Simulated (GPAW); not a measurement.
# Calculated records

**A GW chain in GPAW: SnSeS (P3m1)**

It takes space group P3m1 (No. 156, trigonal). Conventional cell: a = 3.760 Å, b = 3.760 Å, c = 6.364 Å, α = 90.00°, β = 90.00°, γ = 120.00°. Sn has 3 S at 2.61 Å and 3 Se at 2.69 Å nearest. Se has 3 Sn at 2.69 Å nearest. S has 3 Sn at 2.61 Å nearest. Farther neighbours and most contacts between anions are not listed.

```xyz
3
Lattice="3.7602 0.0000 0.0000 -1.8801 3.2564 0.0000 0.0000 0.0000 6.3640" Properties=species:S:1:pos:R:3 pbc="T T T"
Sn    0.0000    2.1710    0.0487
Se    0.0000    0.0000    4.8221
S     1.8801    1.0855    1.4933
```

* method: DFT, LDA, plane waves, PAW (and 1 further level or step)
* program: GPAW 26.7.0
* settings of one run: cutoff 450 eV, GPAW PAW setups 1.2.1 data release, 3×3×2 k-mesh, nbands 102
* cost: 3 runs, 27 s in all on 4 MPI ranks of Arm Neoverse V1, shared host (the runs of this entry)
* notes: The cell and positions are those that the Materials Project relaxed with its own functionals (PBE, PBE+U or r2SCAN), kept fixed. Limits: no spin-orbit coupling. Only 2 of the mesh’s irreducible points were corrected, so a valley elsewhere could overtake. Bands and cutoff are finite, so the gap is not at the basis limit. The miss can reach some tenths of an eV and take either sign; the mesh is an error of its own. The 3×3×2 mesh is coarse for this cell, which bears on the long-range parts of exchange and screening.
* LDA gap: 0.85 eV, indirect
* G0W0 gap on the mesh: 2.04 eV
* G0W0 gap over the zone (rigid shift): 1.75 eV
* GW settings: 3×3×2 mesh, 92 bands, screening to 65 eV, Godby-Needs plasmon pole
* known limits: not at the basis limit; no spin-orbit coupling; coarse k mesh

G0W0 moves the gap on the mesh from 1.13 eV to 2.04 eV (+0.90 eV), with Z of 0.78 and 0.80 at the edges. The mesh misses the band edges by 0.28 eV in all; a rigid shift gives 1.75 eV for the zone.

[Paths, hosts, dates, memory and timing lines, banners, echoed tables and standing remarks are left out of the program output.]

[Logs are printed without paths, hosts, clocks, repeated set-up lines and the standing remarks that a program may print on its own settings, such as how far it seeks lower states.]

[Runs of the session that timed out or met a known fault of the program may be left out.]

[Hosts, paths, dates, database ids (printed as entryN), source tags and the programs' standing remarks are cut or masked in the printed files.]
